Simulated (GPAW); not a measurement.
# Magnetic state of Fe3 Cr4 Fe3 001 from several starts

Does Fe3 Cr4 Fe3 001 prefer parallel or opposed moments, or none?

Method: PBE; plane waves with GPAW's PAW setups, scalar-relativistic, in GPAW 26.7.0.

## (1) Starting point

The cell holds 10 atoms: 6 Fe and 4 Cr. Cell: a = 2.884 Å, b = 2.884 Å, c = 24.864 Å, α = 90.0°, β = 90.0°, γ = 90.0°. ideal sites on the substrate's mesh, layer spacings from atomic volumes, unrelaxed, 12 A of vacuum. Vacuum lies along c.

## (2) Start 1: ferro ++++++

Parallel moments need no larger cell; this start tests for a ferromagnetic state only.

Input file order1.py:

```python
import json
import numpy as np
from ase import Atoms
from ase.parallel import paropen, parprint
from gpaw import GPAW

atoms = Atoms(['Fe', 'Fe', 'Fe', 'Cr', 'Cr', 'Cr', 'Cr', 'Fe', 'Fe', 'Fe'],
    cell=[[2.884, 0.0, 0.0],
         [0.0, 2.884, 0.0],
         [0.0, 0.0, 24.8645]],
    scaled_positions=[[0.0, 0.0, 0.241308],
         [0.5, 0.5, 0.298365],
         [0.0, 0.0, 0.355422],
         [0.5, 0.5, 0.412963],
         [0.0, 0.0, 0.470988],
         [0.5, 0.5, 0.529012],
         [0.0, 0.0, 0.587037],
         [0.5, 0.5, 0.644578],
         [0.0, 0.0, 0.701635],
         [0.5, 0.5, 0.758692]],
    pbc=True,
    magmoms=[2.6, 2.6, 2.6, 0.0, 0.0, 0.0, 0.0, 2.6, 2.6, 2.6])
atoms.calc = GPAW(mode={'name': 'pw', 'ecut': 450},
    xc='PBE',
    kpts={'size': (20, 20, 1), 'gamma': True},
    occupations={'name': 'fermi-dirac', 'width': 0.05},
    convergence={'density': 1e-05, 'energy': 1e-05},
    maxiter=250,
    mixer={'name': 'pulay', 'beta': 0.03, 'nmaxold': 8, 'weight': 100},
    symmetry={'tolerance': 1e-4},
    txt='order1.txt')
e = atoms.get_potential_energy(force_consistent=True)
res = {'free_energy': e, 'energy_sigma0': atoms.get_potential_energy(), 'fermi_energy': atoms.calc.get_fermi_level()}
res['moments'] = atoms.get_magnetic_moments().tolist()
res['total'] = atoms.get_magnetic_moment()
parprint('site moments (muB):', np.round(res['moments'], 3))
parprint(f"total moment: {res['total']:.3f} muB")
parprint(f'free energy: {e:.6f} eV')
atoms.calc.write('order1.gpw')
with paropen('results.json', 'w') as f:
    json.dump(res, f)
```

Run with:

```bash
$ OMP_NUM_THREADS=1 mpirun -n 4 gpaw python order1.py > order1.log
```

Numbers of over 12 decimals in the logs are rounded to 6 here.

What it wrote:

```text
site moments (muB): [ 2.93   2.415  2.142 -0.385  0.118  0.119 -0.386  2.143  2.415  2.93 ]
total moment: 14.639 muB
free energy: -88.424611 eV

--- order1.txt ---
Input parameters:
  mode=PW(ecut=450),
  convergence={'density': 1e-05, 'energy': 1e-05},
  kpts=MonkhorstPack(size=(20, 20, 1), gamma=True),
  maxiter=250,
  mixer=Pulay(name='pulay', nmaxold=8, beta=0.03, weight=100, sigma=0.015, g_ss=None),
  occupations=Occupations(name='fermi-dirac', width=0.05),
  symmetry=Symmetry(tolerance=0.0001),
  xc=XC(name='PBE')

Diagonalizing LCAO Hamiltonian
Converting LCAO to pw mode
   .------.
  /|      |
 * |      |
 | |      |
 | |      |
 | |      |
 | |      |
 | |      |
 | |  Fe  |
 | |      |
 | |      |
 Fe|      |
 | |  Fe  |
 | |      |
 | |      |
 Cr|      |
 | |  Cr  |
 | |      |
 Cr|      |
 | |  Cr  |
 | |      |
 | |      |
 Fe|      |
 | |  Fe  |
 | |      |
 | |      |
 Fe|      |
 | |      |
 | |      |
 | |      |
 | |      |
 | .------.
 |/      /
 *------*

Atoms  # Å, Bohr magnetons
|   | symbol |        x |        y |         z |    initial magnetic moments |
|---|--------|----------|----------|-----------|-----------------------------|
| 0 |     Fe | 0.000000 | 0.000000 |  6.000003 | ( 0.0000,  0.0000,  2.6000) |
| 1 |     Fe | 1.442000 | 1.442000 |  7.418697 | ( 0.0000,  0.0000,  2.6000) |
| 2 |     Fe | 0.000000 | 0.000000 |  8.837390 | ( 0.0000,  0.0000,  2.6000) |
| 3 |     Cr | 1.442000 | 1.442000 | 10.268119 | ( 0.0000,  0.0000,  0.0000) |
| 4 |     Cr | 0.000000 | 0.000000 | 11.710881 | ( 0.0000,  0.0000,  0.0000) |
| 5 |     Cr | 1.442000 | 1.442000 | 13.153619 | ( 0.0000,  0.0000,  0.0000) |
| 6 |     Cr | 0.000000 | 0.000000 | 14.596381 | ( 0.0000,  0.0000,  0.0000) |
| 7 |     Fe | 1.442000 | 1.442000 | 16.027110 | ( 0.0000,  0.0000,  2.6000) |
| 8 |     Fe | 0.000000 | 0.000000 | 17.445803 | ( 0.0000,  0.0000,  2.6000) |
| 9 |     Fe | 1.442000 | 1.442000 | 18.864497 | ( 0.0000,  0.0000,  2.6000) |

Unit cell  # Å
| periodic |        x |        y |         z |   lengths |    angles |
|----------|----------|----------|-----------|-----------|-----------|
|      yes | 2.884000 | 0.000000 |  0.000000 |  2.884000 | 90.000000 |
|      yes | 0.000000 | 2.884000 |  0.000000 |  2.884000 | 90.000000 |
|      yes | 0.000000 | 0.000000 | 24.864500 | 24.864500 | 90.000000 |

Number of symmetries: 8

BZ-sampling:
  Number of BZ points: 400
  Number of IBZ points: 66

  Monkhorst-Pack size: [20, 20, 1]
  Monkhorst-Pack shift: [0.025, 0.025, 0.0]

K-points  # in reciprocal-cell coordinates
|     |                                coordinates |     weight |
|-----|--------------------------------------------|------------|
|   0 | ( -0.00000000,  -0.00000000,   0.00000000) | 0.00250000 |
|   1 | (  0.05000000,  -0.00000000,   0.00000000) | 0.01000000 |
|   2 | (  0.05000000,   0.05000000,   0.00000000) | 0.01000000 |
|   3 | (  0.10000000,  -0.00000000,   0.00000000) | 0.01000000 |
|   4 | (  0.10000000,   0.05000000,   0.00000000) | 0.02000000 |
|   5 | (  0.10000000,   0.10000000,   0.00000000) | 0.01000000 |
|   6 | (  0.15000000,  -0.00000000,   0.00000000) | 0.01000000 |
|   7 | (  0.15000000,   0.05000000,   0.00000000) | 0.02000000 |
|   8 | (  0.15000000,   0.10000000,   0.00000000) | 0.02000000 |
|   9 | (  0.15000000,   0.15000000,   0.00000000) | 0.01000000 |
| ... |                                            |            |
|  65 | (  0.50000000,   0.50000000,   0.00000000) | 0.00250000 |

Plane wave coefficients: 4529
Cutoff: 450.000000 eV

Spin-components: 2 (collinear spins)
Bands:           57
Projectors:      60
Spin-degeneracy: 1
Datatype:        complex128

Parallelization:
  kpt:    4
  domain: 1
  band:   1

Density:
  Valence electrons: 72.0
  Components: 2
  Grid points: [ 15  15 125]
  Charge: 0.0  # |e|

Potential:
  Grid points: [ 15  15 125]

species:
  Fe:
    name:    Iron
    Z:       26.0
    valence: 8
    core:    18
    charge:  0.0  # [|e|]
    compensation charges:
      type: gauss
      rc: 0.33  # [Å]
      lmax: 2
    cutoffs:
      filter: 2.06  # [Å]
      core: 2.67  # [Å]
    projectors
    | kind |    occ | energy [eV] | rcut [Å] |
    |------|--------|-------------|----------|
    |   4s |  2.000 |      -5.291 |    1.164 |
    |   4p |  0.000 |      -1.326 |    1.058 |
    |   3d |  6.000 |      -7.505 |    1.058 |
    |    s |        |      21.920 |    1.164 |
    |    p |        |      25.885 |    1.058 |
    |    d |        |      19.706 |    1.058 |

    Using partial waves for Fe as LCAO basis

  Cr:
    name:    Chromium
    Z:       24.0
    valence: 6
    core:    18
    charge:  0.0  # [|e|]
    compensation charges:
      type: gauss
      rc: 0.35  # [Å]
      lmax: 2
    cutoffs:
      filter: 2.14  # [Å]
      core: 3.04  # [Å]
    projectors
    | kind |    occ | energy [eV] | rcut [Å] |
    |------|--------|-------------|----------|
    |   4s |  1.000 |      -4.007 |    1.164 |
    |   4p |  0.000 |      -0.989 |    1.217 |
    |   3d |  5.000 |      -2.913 |    1.111 |
    |    s |        |      23.205 |    1.164 |
    |    p |        |      26.223 |    1.217 |
    |    d |        |      24.299 |    1.111 |

    Using partial waves for Cr as LCAO basis

Reference energy: -322046.237398  # eV

eigensolver:
  PPCG
  Converge bands: occupied
  niter=2

density mixing:
  Pulay-Mixer
  Linear mixing parameters: 0.03
  Old densities: 8
  Fourier metric: weight=100, sigma=0.015

occupation numbers:
  Fermi-Dirac:
    width: 0.0500  # eV

poisson solver:
  ecut: 3600.000000  # eV

xc functional:
  name: PBE with 2 nearest neighbor stencil

convergence criteria:
- Maximum integral of absolute [dens]ity change: 1e-05 electrons / valence electron
- Maximum [total energy] change in last 3 cyles: 1e-05 eV / valence electron
- Maximum integral of absolute [eigenst]ate change: 4e-08 eV^2 / valence electron
maximum number of iterations: 250

SCF iterations
|iter     |      energy | eigst |  dens |  magmom |
|---------|-------------|-------|-------|---------|
|iter:   1|       0s | -103.774059 | +0.57 |       | +15.6369|
|iter:   2|      15s |  -97.244045 | -0.67 | -0.49 | +15.5471|
|iter:   3|      30s |  -96.339480 | -1.00 | -0.67 | +15.5522|
|iter:   4|      45s |  -93.837429 | -1.67 | -0.65 | +15.5025|
|iter:   5|      59s |  -91.836851 | -1.38 | -0.75 | +15.4095|
|iter:   6|      74s |  -91.350723 | -2.22 | -0.81 | +15.3942|
|iter:   7|      88s |  -89.412306 | -0.97 | -0.84 | +15.2702|
|iter:   8|     103s |  -88.098272 | -0.82 | -0.92 | +15.0692|
|iter:   9|     118s |  -88.040374 | -1.97 | -1.19 | +15.0898|
|iter:  10|     132s |  -88.039601 | -2.43 | -1.25 | +15.0806|
[... 66 iterations left out ...]
|iter:  77|    1068s |  -88.373351c| -7.57c| -4.26 | +14.6400|
|iter:  78|    1076s |  -88.373352c| -7.65c| -4.36 | +14.6399|
|iter:  79|    1083s |  -88.373352c| -7.73c| -4.49 | +14.6399|
|iter:  80|    1090s |  -88.373352c| -7.81c| -4.54 | +14.6398|
|iter:  81|    1097s |  -88.373351c| -7.69c| -4.61 | +14.6397|
|iter:  82|    1106s |  -88.373350c| -7.71c| -4.72 | +14.6394|
|iter:  83|    1113s |  -88.373349c| -7.71c| -4.82 | +14.6392|
|iter:  84|    1120s |  -88.373349c| -7.93c| -4.93 | +14.6391|
|iter:  85|    1127s |  -88.373348c| -7.75c| -4.96 | +14.6389|
|iter:  86|    1134s |  -88.373348c| -8.03c| -5.14c| +14.6388|

Converged in 86 steps
Energy contributions relative to reference atoms: (reference = -322046.237398)

Energy contributions:
  Kinetic:         -34.899134
  Coulomb:          14.855763
  Zero:              1.700724
  External:          0.000000
  Xc:              -69.979438
  Entropy:          -0.102527
  Spinorbit:         0.000000
  ----------------------------
  Free energy:     -88.424611
  Extrapolated:    -88.373348

dipole moment: (-35.414696, -35.414696, -0.000194)  # |e|*Ang

Total magnetic moment: (0.000000, 0.000000, 14.638793)

Local magnetic moments
|        x |        y |         z |
|----------|----------|-----------|
| 0.000000 | 0.000000 |  2.929773 |  # Fe   0
| 0.000000 | 0.000000 |  2.415236 |  # Fe   1
| 0.000000 | 0.000000 |  2.142330 |  # Fe   2
| 0.000000 | 0.000000 | -0.385387 |  # Cr   3
| 0.000000 | 0.000000 |  0.118002 |  # Cr   4
| 0.000000 | 0.000000 |  0.119343 |  # Cr   5
| 0.000000 | 0.000000 | -0.386489 |  # Cr   6
| 0.000000 | 0.000000 |  2.142539 |  # Fe   7
| 0.000000 | 0.000000 |  2.415232 |  # Fe   8
| 0.000000 | 0.000000 |  2.929772 |  # Fe   9

Fermi level: 4.328
Eigenvalues  # (at kpt = [-0.000, -0.000, 0.000])
| band index |      eig [eV] | occ [0-1] |      eig [eV] | occ [0-1] |
|------------|---------------|-----------|---------------|-----------|
|          0 |        -3.614 |     1.000 |        -3.526 |     1.000 |
|        ... |               |           |               |           |
|         30 |         2.650 |     1.000 |         4.470 |     0.055 |
|         31 |         2.765 |     1.000 |         4.470 |     0.055 |
|         32 |         3.182 |     1.000 |         4.551 |     0.011 |
|         33 |         3.182 |     1.000 |         4.618 |     0.003 |
|         34 |         3.192 |     1.000 |         4.621 |     0.003 |
|         35 |         3.192 |     1.000 |         4.822 |     0.000 |
|         36 |         3.472 |     1.000 |         4.847 |     0.000 |
|         37 |         3.472 |     1.000 |         4.847 |     0.000 |
|         38 |         3.554 |     1.000 |         4.910 |     0.000 |
|         39 |         3.568 |     1.000 |         5.273 |     0.000 |
|         40 |         3.578 |     1.000 |         5.400 |     0.000 |
|         41 |         3.638 |     1.000 |         5.450 |     0.000 |
|         42 |         3.891 |     1.000 |         5.498 |     0.000 |
|         43 |         3.962 |     0.999 |         5.513 |     0.000 |
|         44 |         4.021 |     0.998 |         5.513 |     0.000 |
|         45 |         4.021 |     0.998 |         5.670 |     0.000 |
|        ... |               |           |               |           |
|         56 |         6.349 |     0.000 |         6.823 |     0.000 |

No gap
No difference between direct/indirect transitions
```

Run time: 19 min. Hardware: 4 MPI ranks of Arm Neoverse V1, shared host; peak memory 1.5 GiB.

Spin moment in the augmentation sphere by atom:

```
atom  spin moment in the augmentation sphere (μB)
 Fe1                                         2.93
 Fe2                                         2.42
 Fe3                                         2.14
 Cr4                                        -0.39
 Cr5                                         0.12
 Cr6                                         0.12
 Cr7                                        -0.39
 Fe8                                         2.14
 Fe9                                         2.42
Fe10                                         2.93
```

Read from the output:

| Property | Result |
| --- | --- |
| magnetization | 14.64 μB |
| final state | ferrimagnetic |

After 86 cycles the largest moment stands at 2.93 μB.

(Continued in part 2 of 2.)

[Logs and program files are shortened in this print: banners, set-up blocks, solver, clock and traceback lines can be left out without a mark of their own.]

[Logs are printed without paths, hosts, clocks, repeated set-up lines and the standing remarks that a program may print on its own settings, such as how far it seeks lower states.]

[Hosts, paths, dates, database ids (printed as entryN), source tags and the programs' standing remarks are cut or masked in the printed files.]

[Where a cell is said to come from a database of computed structures, the database is the Materials Project.]
